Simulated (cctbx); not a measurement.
# Diagnosing a refinement

Cell a = 4.2860 Å, b = 4.2860 Å, c = 7.0640 Å, α = 90.00°, β = 90.00°, γ = 120.00°; space group P-3m1 (no. 164). The compound is Zn2CdSb2.

Simulated single-crystal data (cctbx): Mo Kα, λ = 0.71073 Å, to d = 0.77 Å, 70 % of the full sphere, strongest reflection 70000 counts, noise from counting, a 6 % proportional error and a noise floor of 15 counts (s.d.); no absorption.

An isotropic refinement with weights 1/σ² prints:

```text
Rint 0.042, 123 unique reflections to 0.77 A
cycle     R1     wR2    GooF  max shift (A)
   1  0.7024  0.9348  30.463   0.03408
   7  0.0149  0.0407   1.326   0.00031
final R1 0.0149 wR2 0.0407 GooF 1.326  parameters 8  data/parameter 15.4
atom        x        y        z      Ueq    occ   su(xyz)  su(Uiso or U11)
Sb1    0.33333  0.66667  0.26723   0.0035  1.000  0.00005  0.0002
Cd1    0.00000  0.00000  0.00000   0.0044  1.000  0.00000  0.0002
Zn1    0.33333  0.66667  0.63152   0.0042  1.000  0.00010  0.0002
Zn2    0.63376  0.81688  0.12410   1.0000  1.000  0.00509  0.0650
difference map: max 1.82 min -1.14 rms 0.30
Q1    0.3333  0.6667  0.8643    2    1.86  1.64 A from Zn1
Q2    0.3333  0.6667  0.5264    2    1.03  0.74 A from Zn1
Q3    0.0000  0.0000  0.4269    2    0.84  2.51 A from Zn1
Q4    0.0000  0.0000  0.1282    2    0.75  0.91 A from Cd1
Q5    0.1125  0.4857  0.7022   12    0.68  1.01 A from Zn1
Q6    0.0000  0.2114  0.5000    6    0.48  1.98 A from Zn1
```

Q: Accept it or mend it, and why?

Mend it. The fault: spurious atom: Zn2. Against the right model at the same level, R1 goes from 0.0123 to 0.0149 and GooF from 0.97 to 1.33 and Zn2 takes U = the program's ceiling. A site with no density behind it hides by a very large U or drifts.

The compound is Zn2CdSb2. The right model at the same level gives:

```text
Rint 0.042, 123 unique reflections to 0.77 A
cycle     R1     wR2    GooF  max shift (A)
   1  0.2307  0.5507  17.716   0.10831
   3  0.0123  0.0303   0.975   0.00000
final R1 0.0123 wR2 0.0303 GooF 0.975  parameters 5  data/parameter 24.6
atom        x        y        z      Ueq    occ   su(xyz)  su(Uiso or U11)
Sb1    0.33333  0.66667  0.26722   0.0035  1.000  0.00004  0.0002
Cd1    0.00000  0.00000  0.00000   0.0044  1.000  0.00000  0.0002
Zn1    0.33333  0.66667  0.63151   0.0041  1.000  0.00007  0.0002
difference map: max 1.07 min -0.95 rms 0.21
Q1    0.3333  0.6667  0.8656    2    1.10  1.65 A from Zn1
Q2    0.3333  0.6667  0.5243    2    1.04  0.76 A from Zn1
Q3    0.0000  0.0000  0.1282    2    0.89  0.91 A from Cd1
Q4    0.0000  0.0000  0.4280    2    0.86  2.51 A from Zn1
Q5    0.3333  0.6667  0.1957    2    0.62  0.51 A from Sb1
Q6    0.0000  0.2114  0.5000    6    0.54  1.98 A from Zn1
```

This is a model crystal, built by substitution and not relaxed, with assumed displacement parameters.

[Middle refinement cycles are left out of these outputs.]

[Logs are printed without paths, hosts, clocks, repeated set-up lines and the standing remarks that a program may print on its own settings, such as how far it seeks lower states.]
